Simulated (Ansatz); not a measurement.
## CsSnI3 (Pm-3m): how ε∞ follows the gap

The empty bands of CsSnI3 (Pm-3m) are shifted up rigidly by Δ, and ε∞ is computed for each shift.

Cell: a, b, c = 6.206, 6.206, 6.206 Å (primitive vectors), 5 atoms.

Method: Ansatz 0.2.0, PBE, independent particles, k-mesh 4×4×4 with interpolation inside its cells, Gaussian parameter 0.1 eV.

Launch of the response step: `ansatz run input.yaml --threads 4 --pin off --max-ram 8192MiB --backend cpu --events-out ev --progress --plain --runs-dir out`. The series took 7.0 min in all, on 4 threads of Intel(R) Xeon(R) Processor @ 2.50GHz (Skylake/Cascade Lake) (shared host).

```
Δ (eV)     ε∞
  0.00      ?
  0.40  8.392
  0.80  7.428
  1.20  6.741
  1.60  6.215
  2.00  5.794
```

With one effective transition at E₀ and fixed dipole strength, ε∞ − 1 = A/(E₀ + Δ), so 1/(ε∞ − 1) is linear in Δ.

Working, on the rows shown:

| x = Δ (eV) | y = 1/(ε∞ − 1) |
| --- | --- |
| 0.4 | 0.135281 |
| 0.8 | 0.155569 |
| 1.2 | 0.174186 |
| 1.6 | 0.191755 |
| 2 | 0.208594 |

Means: x̄ = 1.2, ȳ = 0.17308. Σ(x − x̄)(y − ȳ) = 0.07312, Σ(x − x̄)² = 1.6. Slope = 0.07312 / 1.6 = 0.0457; intercept = ȳ − slope · x̄ = 0.11823. Turned back into ε∞, the line misses the rows shown by at most 0.067.

**Question.** Predict the last column of the withheld row from the fit.

**Answer.** At x = 0 the line gives y = 0.11823, that is 9.458. The run gave 9.985, so the extrapolation is off by 0.53, 13 % of the range in the table. Beyond its data the fit drifts from the curve.

Refitted with all rows, the slope is 0.04818 and the intercept 0.1146. These give E₀ = intercept/slope = 2.4 eV, far above the least direct gap of 0.31 eV: most of the screening comes from transitions well over the edge. Over the first step ε∞ falls by 40 % per eV. The cell comes from an older database entry, whose edges can be off by a per cent or so. Excitons are left out and so are local fields; PBE gaps are as a rule too small. Spin-orbit coupling is left out.

[Logs are printed without paths, hosts, clocks, repeated set-up lines and the standing remarks that a program may print on its own settings, such as how far it seeks lower states.]
